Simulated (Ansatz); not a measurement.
# Ge wire along [110], 24 atoms a period, H-terminated: bands by functional and under strain, part 3 of 3

Aim: is the Ge wire along [110], 24 atoms a period, H-terminated a metal or a semiconductor?

Ansatz 0.2.0; DFT PBE, plane waves, PAW; relaxation of a wire's period; PAW set soft_1 (the session's first sound run).

So far, band gap (eV): step 3 (bands of the perfect wire, PBE) 1.21; step 4 (another level of theory, cutoff 500 eV, k-mesh 1×1×15, r2SCAN PBE) 1.49; step 5 (another level of theory, level HSE06, cutoff 420 eV, HSE06 PBE) 1.86.

## 6. At a strained period, period over the relaxed period 0.94, k-mesh 1×1×16

This step: DFT PBE, plane waves, PAW; relaxation at a fixed period; PAW set soft_1 (Ansatz 0.2.0).

The period is set to 0.94 times the relaxed one and the atoms relax within it: strain changes bond lengths and angles, which shifts the bands against each other. Against the first PBE run of this kind, the mesh along the wire has 16 points against 20.

The cell differs from the one that the last finished run ended in (c 4.103 → 3.857 Å).

Contents of input.yaml:

```yaml
crystal:
  lattice:
    - [21.561, 0.0, 0.0]
    - [0.0, 19.53, 0.0]
    - [0.0, 0.0, 3.8567968654]
  atoms:
    - { symbol: H, position: [0.160826092, 0.384056948, 0.0] }
    - { symbol: Ge, position: [0.203460657, 0.447969983, 0.0] }
    - { symbol: Ge, position: [0.400497559, 0.344451985, 0.0] }
    - { symbol: Ge, position: [0.39930148, 0.75798958, 0.0] }
    - { symbol: Ge, position: [0.467892766, 0.242162123, 0.0] }
    - { symbol: Ge, position: [0.466953311, 0.448096342, 0.0] }
    - { symbol: Ge, position: [0.664534372, 0.346380511, 0.0] }
    - { symbol: Ge, position: [0.664732655, 0.758359621, 0.0] }
    - { symbol: H, position: [0.706107195, 0.281059351, 0.0] }
    - { symbol: Ge, position: [0.732369691, 0.448261446, 0.0] }
    - { symbol: H, position: [0.226096178, 0.655926911, 0.202081453] }
    - { symbol: H, position: [0.773919259, 0.655926911, 0.297918547] }
    - { symbol: Ge, position: [0.2695288, 0.655928044, 0.5] }
    - { symbol: Ge, position: [0.267645746, 0.448261446, 0.5] }
    - { symbol: H, position: [0.293908242, 0.281059351, 0.5] }
    - { symbol: H, position: [0.293486324, 0.823352039, 0.5] }
    - { symbol: Ge, position: [0.335481065, 0.346380511, 0.5] }
    - { symbol: Ge, position: [0.334229569, 0.551717931, 0.5] }
    - { symbol: Ge, position: [0.335282782, 0.758359621, 0.5] }
    - { symbol: Ge, position: [0.532122671, 0.242162123, 0.5] }
    - { symbol: Ge, position: [0.533025643, 0.655718936, 0.5] }
    - { symbol: Ge, position: [0.533062126, 0.448096342, 0.5] }
    - { symbol: H, position: [0.55912352, 0.823077656, 0.5] }
    - { symbol: H, position: [0.574108603, 0.177254581, 0.5] }
    - { symbol: Ge, position: [0.599517878, 0.344451985, 0.5] }
    - { symbol: Ge, position: [0.599677196, 0.551862104, 0.5] }
    - { symbol: Ge, position: [0.600713957, 0.75798958, 0.5] }
    - { symbol: Ge, position: [0.79655478, 0.447969983, 0.5] }
    - { symbol: H, position: [0.839189345, 0.384056948, 0.5] }
    - { symbol: H, position: [0.839383835, 0.511717222, 0.5] }
    - { symbol: H, position: [0.773919259, 0.655926911, 0.702081453] }
    - { symbol: H, position: [0.226096178, 0.655926911, 0.797918547] }
    - { symbol: H, position: [0.160631602, 0.511717222, 0.0] }
    - { symbol: Ge, position: [0.400338241, 0.551862104, 0.0] }
    - { symbol: H, position: [0.425906834, 0.177254581, 0.0] }
    - { symbol: H, position: [0.440891917, 0.823077656, 0.0] }
    - { symbol: Ge, position: [0.466989794, 0.655718936, 0.0] }
    - { symbol: Ge, position: [0.665785868, 0.551717931, 0.0] }
    - { symbol: H, position: [0.706529113, 0.823352039, 0.0] }
    - { symbol: Ge, position: [0.730486637, 0.655928044, 0.0] }
kpoints:
  mp_grid: { grid: [1, 1, 16] }
  band_path: { path: ["Γ", Z], npoints: 90 }
scf:
  occupations: { method: fermi_dirac, width: 0.05 }
hamiltonian:
  xc: pbe
  pseudopotentials: { kind: paw, azcp: { folder: soft_1 } }
relax:
  max_steps: 40
  f_tol: 0.02
output:
  stress: true
```

Run with:

```
ansatz run input.yaml --threads 4 --pin off --max-ram 16384MiB --backend cpu --events-out ev --progress --plain --runs-dir out
```

Numbers of over 12 decimals in the logs are rounded to 6 here.

What it wrote:

```text
Warning: output.stress: scf.convergence.dr2_threshold = 1e-7 eV (the SCF's general default) is looser than the 4e-9 eV advised for a printed stress (1e-10 eV for each atom of the cell: 40). What an SCF threshold leaves in a stress goes as its square root, and in the free energy as the threshold itself, and one threshold admits the most on a small cell: [figures from the program's tests cut] Every solve of this run an [...]
[...]
Crystal: 40 atoms, lattice volume = 1624.044 Å³
Basis set: ecut = 420 eV, 31829 PW (Γ), exchange–correlation on 300×270×54 points (8 copies of the dense FFT grid, shifted against one another)
Bands: 216, of which v1, the nominal top of the filled ones, is band 176 counted from 1 (175 counted from 0)
Symmetry: 4 space group operations
[...]
k-points: 9 of 16
[...]
SCF iter   1: F=—  HF=-103332.941813 eV  |F-HF|=—  |Δ(HF+E_count)|=         —  Δρ=3.52e-2  dr2=1.69e1  ethr=3.10e-3  ⟨swp⟩=6.2  Hψ=7527  notcnv=0  defer=103
[...]
SCF iter   9: F=-103328.559061 eV  HF=-103328.559057 eV  |F-HF|=3.82e-6  |Δ(HF+E_count)|=   2.26e-5  Δρ=1.79e-5  dr2=4.20e-6  ethr=2.84e-9  ⟨swp⟩=4.4  Hψ=5595  notcnv=0
SCF 1 converged in 9 iterations: F = -103328.559061 eV  dr2 = 4.20e-6
[...]
relax step   1: F+E_penalty+E_count = -103328.55906123 eV  Δ(F+E_penalty+E_count) = +0.000e0 eV  max|allowed force component| = 9.990e-1 eV/Å  Δτ_max = 0.0000 Å  (9 SCF iters, dr2 threshold 1.00e-5 eV, accepted)
[...]
SCF iter   6: F=-103328.880833 eV  HF=-103328.880843 eV  |F-HF|=9.78e-6  |Δ(HF+E_count)|=   3.22e-6  Δρ=4.38e-5  dr2=3.15e-5  ethr=1.77e-8  ⟨swp⟩=2.9  Hψ=6255  notcnv=0
SCF 2 converged in 6 iterations: F = -103328.880833 eV  dr2 = 3.15e-5
relax step   2: F+E_penalty+E_count = -103328.88083344 eV  Δ(F+E_penalty+E_count) = -3.218e-1 eV  max|allowed force component| = 3.452e-1 eV/Å  Δτ_max = 0.1419 Å  (6 SCF iters, dr2 threshold 6.24e-5 eV, accepted)
SCF iter   1: F=—  HF=-103328.892360 eV  |F-HF|=—  |Δ(HF+E_count)|=         —  Δρ=8.20e-4  dr2=7.72e-3  ethr=2.25e-5  ⟨swp⟩=3.0  Hψ=3012  notcnv=0  defer=246
[...]
SCF iter   6: F=-103328.890592 eV  HF=-103328.890595 eV  |F-HF|=2.61e-6  |Δ(HF+E_count)|=   4.01e-7  Δρ=7.92e-6  dr2=3.76e-6  ethr=2.12e-9  ⟨swp⟩=4.0  Hψ=5568  notcnv=0
SCF 3 converged in 6 iterations: F = -103328.890592 eV  dr2 = 3.76e-6
relax step   3: F+E_penalty+E_count = -103328.89059227 eV  Δ(F+E_penalty+E_count) = -9.759e-3 eV  max|allowed force component| = 2.982e-2 eV/Å  Δτ_max = 0.0276 Å  (6 SCF iters, dr2 threshold 7.45e-6 eV, accepted)
SCF iter   1: F=—  HF=-103328.891546 eV  |F-HF|=—  |Δ(HF+E_count)|=         —  Δρ=4.07e-4  dr2=1.32e-3  ethr=4.00e-6  ⟨swp⟩=2.0  Hψ=2931  notcnv=0  defer=246
[...]
SCF iter   7: F=-103328.890956 eV  HF=-103328.890956 eV  |F-HF|=6.07e-9  |Δ(HF+E_count)|=   1.11e-7  Δρ=1.68e-6  dr2=3.90e-8  ethr=2.84e-11  ⟨swp⟩=3.1  Hψ=6016  notcnv=0
SCF 4 converged in 7 iterations: F = -103328.890956 eV  dr2 = 3.90e-8
[...]
relax step   4: F+E_penalty+E_count = -103328.89095556 eV  Δ(F+E_penalty+E_count) = -3.633e-4 eV  max|allowed force component| = 1.009e-2 eV/Å  Δτ_max = 0.0093 Å  (7 SCF iters, accepted)
[...]
the band table was solved once a step of the walk had ended and its energy, with any forces and stress, was formed, with the checks that follow a solve (8438 applications of the Hamiltonian). They found nothing against the state; the energy, forces and stress were not computed again (output.eigenvalues in the input reference)
[...]
SCF converged after 7 iterations
Free energy (F): -103328.890956 eV
[...]
Internal energy: -103328.890952 eV  (E = F + TS)
E sigma→0 (E₀):  -103328.890954 eV
Entropy (-TS):   -0.000003 eV (-0.000 meV/atom)
Fermi energy:    0.793584 eV
[...]
--- Forces (eV/Å), atoms counted from 1 ---
  atom   1  H      0.00049165    -0.00183503    -0.00000000
  atom   2  Ge    -0.00082449     0.00268324     0.00000000
  atom   3  Ge     0.00378312    -0.00162743    -0.00000000
  atom   4  Ge     0.00558374    -0.00154268    -0.00000000
  atom   5  Ge    -0.00194026     0.00077364     0.00000000
  atom   6  Ge    -0.00367503     0.00076743     0.00000000
  atom   7  Ge    -0.00315711     0.00046618     0.00000000
  atom   8  Ge     0.00282262    -0.00006439    -0.00000000
  atom   9  H     -0.00232208     0.00029376     0.00000000
  atom  10  Ge     0.00240094    -0.00155173    -0.00000000
  atom  11  H      0.00381933     0.00021992     0.00626100
  atom  12  H     -0.00381933     0.00021992    -0.00626100
  atom  13  Ge    -0.01009079     0.00091041     0.00000000
  atom  14  Ge    -0.00240094    -0.00155173     0.00000000
  atom  15  H      0.00232208     0.00029376    -0.00000000
  atom  16  H      0.00043471     0.00146833    -0.00000000
  atom  17  Ge     0.00315711     0.00046618    -0.00000000
  atom  18  Ge     0.00334445    -0.00150715    -0.00000000
  atom  19  Ge    -0.00282262    -0.00006439     0.00000000
  atom  20  Ge     0.00194026     0.00077364    -0.00000000
  atom  21  Ge    -0.00019632     0.00105382     0.00000000
  atom  22  Ge     0.00367503     0.00076743    -0.00000000
  atom  23  H      0.00290275     0.00204311    -0.00000000
  atom  24  H     -0.00277438    -0.00350248     0.00000000
  atom  25  Ge    -0.00378312    -0.00162743     0.00000000
  atom  26  Ge    -0.00446662     0.00153685     0.00000000
  atom  27  Ge    -0.00558374    -0.00154268     0.00000000
  atom  28  Ge     0.00082449     0.00268324    -0.00000000
  atom  29  H     -0.00049165    -0.00183503     0.00000000
  atom  30  H      0.00334675    -0.00081028    -0.00000000
  atom  31  H     -0.00381933     0.00021992     0.00626100
  atom  32  H      0.00381933     0.00021992    -0.00626100
  atom  33  H     -0.00334675    -0.00081028     0.00000000
  atom  34  Ge     0.00446662     0.00153685    -0.00000000
  atom  35  H      0.00277438    -0.00350248    -0.00000000
  atom  36  H     -0.00290275     0.00204311     0.00000000
  atom  37  Ge     0.00019632     0.00105382    -0.00000000
  atom  38  Ge    -0.00334445    -0.00150715     0.00000000
  atom  39  H     -0.00043471     0.00146833     0.00000000
  atom  40  Ge     0.01009079     0.00091041    -0.00000000
  max |Σ_I F_I| component: 9.17e-6 eV/Å
--- Stress (GPa, compression-positive) ---
       -0.001863       0.000000      -0.000000
        0.000000       0.007683       0.000000
       -0.000000       0.000000       3.057078
  P = ⅓ Tr σ = 1.0210 GPa (10.210 kbar)
--- Band table (eV; the first three rows and the last of 9) ---
  k-point 0: bands = [... 172 lower, -0.4749, -0.3855, -0.0639, 0.2552, 1.4641, 1.4757, 1.5339, 1.7198, ... 36 higher]
  k-point 1: bands = [... 172 lower, -0.7780, -0.5763, -0.4216, -0.1742, 1.7155, 1.7234, 1.7767, 1.8425, ... 36 higher]
  k-point 2: bands = [... 172 lower, -1.1855, -0.9976, -0.8610, -0.7730, 1.9660, 2.0035, 2.0885, 2.1140, ... 36 higher]
  k-point 8: bands = [... 172 lower, -1.8230, -1.8230, -1.7122, -1.7122, 1.4334, 1.4334, 1.6725, 1.6725, ... 36 higher]
--- Relaxed structure (4 steps of the walk, 4 accepted, 0 SCFs on fresh bases) ---
  F+E_penalty+E_count = -103328.89095556 eV   max|allowed force component| = 1.009e-2 eV/Å
  atoms:
    - { symbol: H, position: [0.154704, 0.383335, 1.9075166315099955e-18] }
    - { symbol: Ge, position: [0.196643, 0.447625, 2.123385447852949e-18] }
    - { symbol: Ge, position: [0.399653, 0.344177, 2.6987159044383046e-19] }
    - { symbol: Ge, position: [0.398490, 0.758460, 2.5936927951862853e-19] }
    - { symbol: Ge, position: [0.466116, 0.241671, 5.5906990069206805e-19] }
    - { symbol: Ge, position: [0.465235, 0.448022, 5.407802160158138e-19] }
    - { symbol: Ge, position: [0.668869, 0.346012, -1.3374571605459246e-18] }
    - { symbol: Ge, position: [0.669106, 0.758687, -1.3495770114345715e-18] }
    - { symbol: H, position: [0.710260, 0.280702, -1.2809537155294048e-18] }
    - { symbol: Ge, position: [0.735641, 0.448167, -1.0075139516557689e-18] }
    - { symbol: H, position: [0.220986, 0.656343, 0.192065] }
    - { symbol: H, position: [0.779029, 0.656343, 0.307935] }
    - { symbol: Ge, position: [0.265762, 0.656183, 0.500000] }
    - { symbol: Ge, position: [0.264374, 0.448167, 0.500000] }
    - { symbol: H, position: [0.289756, 0.280702, 0.500000] }
    - { symbol: H, position: [0.289530, 0.823861, 0.500000] }
    - { symbol: Ge, position: [0.331147, 0.346012, 0.500000] }
    - { symbol: Ge, position: [0.329840, 0.551919, 0.500000] }
    - { symbol: Ge, position: [0.330909, 0.758687, 0.500000] }
    - { symbol: Ge, position: [0.533900, 0.241671, 0.500000] }
    - { symbol: Ge, position: [0.534763, 0.655926, 0.500000] }
    - { symbol: Ge, position: [0.534780, 0.448022, 0.500000] }
    - { symbol: H, position: [0.560253, 0.823630, 0.500000] }
    - { symbol: H, position: [0.575672, 0.176762, 0.500000] }
    - { symbol: Ge, position: [0.600363, 0.344177, 0.500000] }
    - { symbol: Ge, position: [0.600652, 0.551939, 0.500000] }
    - { symbol: Ge, position: [0.601525, 0.758460, 0.500000] }
    - { symbol: Ge, position: [0.803372, 0.447625, 0.500000] }
    - { symbol: H, position: [0.845311, 0.383335, 0.500000] }
    - { symbol: H, position: [0.845831, 0.511507, 0.500000] }
    - { symbol: H, position: [0.779029, 0.656343, 0.692065] }
    - { symbol: H, position: [0.220986, 0.656343, 0.807935] }
    - { symbol: H, position: [0.154184, 0.511507, 2.008380948870843e-18] }
    - { symbol: Ge, position: [0.399364, 0.551939, 3.1002615017638726e-19] }
    - { symbol: H, position: [0.424344, 0.176762, 4.927354417228856e-19] }
    - { symbol: H, position: [0.439763, 0.823630, 3.5806604342127117e-19] }
    - { symbol: Ge, position: [0.465253, 0.655926, 5.466545856081752e-19] }
    - { symbol: Ge, position: [0.670175, 0.551919, -1.3545077738389038e-18] }
    - { symbol: H, position: [0.710486, 0.823861, -1.2201699387444238e-18] }
    - { symbol: Ge, position: [0.734253, 0.656183, -1.16125494563274e-18] }
```

Elapsed: 22 min, on 4 threads of Arm Neoverse V1, shared host; peak memory 10 GiB; 88 min of CPU time.

Relaxation path:

| step | energy less that of the first step (eV) | largest force component (eV/Å) |
| --- | --- | --- |
| 1 | 0.0000 | 0.9990 |
| 2 | -0.3218 | 0.3452 |
| 3 | -0.3315 | 0.0298 |
| 4 | -0.3319 | 0.0101 |

The run keeps the 4 symmetry operations that it works with, so distortions that break them were not tested.

The atoms that moved most (Å):

| atom | dx | dy | dz | length |
| --- | --- | --- | --- | --- |
| Ge28 | 0.147 | -0.007 | 0.000 | 0.147 |
| Ge2 | -0.147 | -0.007 | 0.000 | 0.147 |
| H33 | -0.139 | -0.004 | 0.000 | 0.139 |
| H30 | 0.139 | -0.004 | 0.000 | 0.139 |
| H29 | 0.132 | -0.014 | 0.000 | 0.133 |
| H1 | -0.132 | -0.014 | 0.000 | 0.133 |
| H12 | 0.110 | 0.008 | 0.039 | 0.117 |
| H31 | 0.110 | 0.008 | -0.039 | 0.117 |

The relaxed structure:

```cif
data_structure
_symmetry_space_group_name_H-M 'P 1'
_symmetry_Int_Tables_number 1
_cell_length_a 21.5610
_cell_length_b 19.5300
_cell_length_c 3.8568
_cell_angle_alpha 90.000
_cell_angle_beta 90.000
_cell_angle_gamma 90.000
_cell_volume 1624.04
loop_
_atom_site_label
_atom_site_type_symbol
_atom_site_fract_x
_atom_site_fract_y
_atom_site_fract_z
_atom_site_occupancy
H1 H 0.15470 0.38334 0.00000 1
Ge2 Ge 0.19664 0.44762 0.00000 1
Ge3 Ge 0.39965 0.34418 0.00000 1
Ge4 Ge 0.39849 0.75846 0.00000 1
Ge5 Ge 0.46612 0.24167 0.00000 1
Ge6 Ge 0.46524 0.44802 0.00000 1
Ge7 Ge 0.66887 0.34601 0.00000 1
Ge8 Ge 0.66911 0.75869 0.00000 1
H9 H 0.71026 0.28070 0.00000 1
Ge10 Ge 0.73564 0.44817 0.00000 1
H11 H 0.22099 0.65634 0.19207 1
H12 H 0.77903 0.65634 0.30793 1
Ge13 Ge 0.26576 0.65618 0.50000 1
Ge14 Ge 0.26437 0.44817 0.50000 1
H15 H 0.28976 0.28070 0.50000 1
H16 H 0.28953 0.82386 0.50000 1
Ge17 Ge 0.33115 0.34601 0.50000 1
Ge18 Ge 0.32984 0.55192 0.50000 1
Ge19 Ge 0.33091 0.75869 0.50000 1
Ge20 Ge 0.53390 0.24167 0.50000 1
Ge21 Ge 0.53476 0.65593 0.50000 1
Ge22 Ge 0.53478 0.44802 0.50000 1
H23 H 0.56025 0.82363 0.50000 1
H24 H 0.57567 0.17676 0.50000 1
Ge25 Ge 0.60036 0.34418 0.50000 1
Ge26 Ge 0.60065 0.55194 0.50000 1
Ge27 Ge 0.60153 0.75846 0.50000 1
Ge28 Ge 0.80337 0.44762 0.50000 1
H29 H 0.84531 0.38334 0.50000 1
H30 H 0.84583 0.51151 0.50000 1
H31 H 0.77903 0.65634 0.69207 1
H32 H 0.22099 0.65634 0.80793 1
H33 H 0.15418 0.51151 0.00000 1
Ge34 Ge 0.39936 0.55194 0.00000 1
H35 H 0.42434 0.17676 0.00000 1
H36 H 0.43976 0.82363 0.00000 1
Ge37 Ge 0.46525 0.65593 0.00000 1
Ge38 Ge 0.67018 0.55192 0.00000 1
H39 H 0.71049 0.82386 0.00000 1
Ge40 Ge 0.73425 0.65618 0.00000 1
```

Numbers from this step:

```yaml
band_gap: 1.170 eV
```

The electronic bands at the labelled points (eV, zero at the Fermi level; v1 is the highest filled band, c1 the lowest empty one):

| point | v4 | v3 | v2 | v1 | c1 | c2 | c3 | c4 |
| --- | --- | --- | --- | --- | --- | --- | --- | --- |
| Γ | -1.27 | -1.18 | -0.86 | -0.54 | 0.67 | 0.68 | 0.74 | 0.93 |
| halfway | -2.27 | -2.17 | -2.02 | -1.95 | 1.04 | 1.09 | 1.17 | 1.25 |
| Z | -2.62 | -2.62 | -2.51 | -2.51 | 0.64 | 0.64 | 0.88 | 0.88 |

The gap is 1.17 eV, against 1.21 eV under PBE at the relaxed period.

## 7. Strain along the wire, period over the relaxed period 1.1, k-mesh 1×1×14

The period is set to 1.1 times the relaxed one and the atoms relax within it: strain changes bond lengths and angles, which shifts the bands against each other. Against the first PBE run of this kind, the mesh along the wire has 14 points against 20.

The cell differs from the one that the last finished run ended in (c 3.857 → 4.513 Å).

Changes to input.yaml since step 6:

```diff
@@ -4,3 +4,3 @@
     - [0.0, 19.53, 0.0]
-    - [0.0, 0.0, 3.8567968654]
+    - [0.0, 0.0, 4.5132729276]
   atoms:
@@ -47,3 +47,3 @@
 kpoints:
-  mp_grid: { grid: [1, 1, 16] }
+  mp_grid: { grid: [1, 1, 14] }
   band_path: { path: ["Γ", Z], npoints: 90 }
```

What it wrote:

```text
[...]
Crystal: 40 atoms, lattice volume = 1900.478 Å³
Basis set: ecut = 420 eV, 37239 PW (Γ), exchange–correlation on 300×270×64 points (8 copies of the dense FFT grid, shifted against one another)
Bands: 216, of which v1, the nominal top of the filled ones, is band 176 counted from 1 (175 counted from 0)
Symmetry: 4 space group operations
[...]
- { symbol: H, position: [0.170559, 0.509898, 0.0] }
    - { symbol: Ge, position: [0.402477, 0.551917, 0.0] }
    - { symbol: H, position: [0.428229, 0.177457, 0.0] }
    - { symbol: H, position: [0.443971, 0.823137, 0.0] }
    - { symbol: Ge, position: [0.469673, 0.655763, 0.0] }
    - { symbol: Ge, position: [0.658487, 0.551772, 0.0] }
    - { symbol: H, position: [0.699907, 0.823151, 0.0] }
    - { symbol: Ge, position: [0.723211, 0.656301, 0.0] }
[key lines of the parts left out:]
SCF converged after 8 iterations
Free energy (F): -103327.992912 eV
Fermi energy:    -0.950762 eV
P = ⅓ Tr σ = -1.0069 GPa (-10.069 kbar)
```

Wall time 26 min (4 threads); peak memory 12 GiB.

Step by step:

| step | energy less that of the first step (eV) | largest force component (eV/Å) |
| --- | --- | --- |
| 1 | 0.0000 | 1.0522 |
| 2 | -0.4171 | 0.5341 |
| 3 | -0.5452 | 0.0732 |
| 4 | -0.5528 | 0.0227 |
| 5 | -0.5533 | 0.0033 |

Forces are held to the 4 operations that the run works with; a distortion that breaks them can't arise in this run.

The atoms that moved most (Å):

| atom | dx | dy | dz | length |
| --- | --- | --- | --- | --- |
| H29 | -0.271 | -0.023 | 0.000 | 0.272 |
| H1 | 0.271 | -0.023 | 0.000 | 0.272 |
| Ge28 | -0.257 | -0.008 | 0.000 | 0.257 |
| Ge2 | 0.257 | -0.008 | 0.000 | 0.257 |
| H33 | 0.214 | -0.036 | 0.000 | 0.217 |
| H30 | -0.214 | -0.036 | 0.000 | 0.217 |
| H32 | 0.175 | 0.006 | -0.099 | 0.202 |
| H11 | 0.175 | 0.006 | 0.099 | 0.202 |

The relaxed structure:

```xyz
40
Lattice="21.5610 0.0000 0.0000 0.0000 19.5300 0.0000 0.0000 0.0000 4.5133" Properties=species:S:1:pos:R:3
H     3.7386    7.4776    0.0000
Ge    4.6439    8.7413    0.0000
Ge    8.6799    6.7305    0.0000
Ge    8.6629   14.8095    0.0000
Ge   10.1452    4.7331    0.0000
Ge   10.1248    8.7534    0.0000
Ge   14.1698    6.7710    0.0000
Ge   14.1662   14.8193    0.0000
H    15.0747    5.4968    0.0000
Ge   15.6484    8.7592    0.0000
H     5.0503   12.8165    1.0112
H    16.5110   12.8165    1.2454
Ge    5.9682   12.8176    2.2566
Ge    5.9129    8.7592    2.2566
H     6.4866    5.4968    2.2566
H     6.4706   16.0761    2.2566
Ge    7.3916    6.7710    2.2566
Ge    7.3637   10.7761    2.2566
Ge    7.3951   14.8193    2.2566
Ge   11.4162    4.7331    2.2566
Ge   11.4347   12.8070    2.2566
Ge   11.4366    8.7534    2.2566
H    11.9889   16.0759    2.2566
H    12.3283    3.4657    2.2566
Ge   12.8814    6.7305    2.2566
Ge   12.8835   10.7789    2.2566
Ge   12.8984   14.8095    2.2566
Ge   16.9175    8.7413    2.2566
H    17.8227    7.4776    2.2566
H    17.8839    9.9583    2.2566
H    16.5110   12.8165    3.2679
H     5.0503   12.8165    3.5020
H     3.6774    9.9583    0.0000
Ge    8.6778   10.7789    0.0000
H     9.2330    3.4657    0.0000
H     9.5724   16.0759    0.0000
Ge   10.1266   12.8070    0.0000
Ge   14.1976   10.7761    0.0000
H    15.0907   16.0761    0.0000
Ge   15.5932   12.8176    0.0000
```

Numbers from this step:

```yaml
energy_at_zero_smearing: -103327.9926 eV
band_gap: 0.5808 eV
```

The electronic bands at the labelled points (eV, zero at the Fermi level; v1 is the highest filled band, c1 the lowest empty one):

| point | v4 | v3 | v2 | v1 | c1 | c2 | c3 | c4 |
| --- | --- | --- | --- | --- | --- | --- | --- | --- |
| Γ | -0.71 | -0.71 | -0.52 | -0.43 | 0.29 | 0.30 | 0.50 | 0.59 |
| halfway | -1.00 | -0.88 | -0.72 | -0.62 | 2.11 | 2.11 | 2.28 | 2.29 |
| Z | -1.37 | -1.37 | -1.07 | -1.07 | 2.00 | 2.00 | 2.26 | 2.26 |

The gap is 0.581 eV, against 1.21 eV under PBE at the relaxed period.

## 8. What came out

- cell length, PBE: 4.103 Å
- gap, PBE: 1.21 eV
- gap, r2SCAN: 1.49 eV
- gap, HSE06: 1.86 eV
- gap, period scaled by 0.94: 1.17 eV
- gap, period scaled by 1.1: 0.581 eV

Under PBE the cell's length is 4.10 Å, and a gap of 1.21 eV makes it a semiconductor. At the relaxed period the wire is gapped under every functional, from 1.21 eV (PBE) to 1.86 eV (HSE06). Weak screening in one dimension makes quasiparticle gaps larger than the semilocal gaps, as a rule. Strain matters: under PBE the gap goes from 1.21 eV to 1.17 eV at 0.94 times the period and 0.581 eV at 1.1 times the period. A hybrid's gap is read on a coarse mesh, without a band path.

[Logs are printed without paths, hosts, clocks, repeated set-up lines and the standing remarks that a program may print on its own settings, such as how far it seeks lower states.]

[Hosts, paths, dates, database ids (printed as entryN), source tags and the programs' standing remarks are cut or masked in the printed files.]
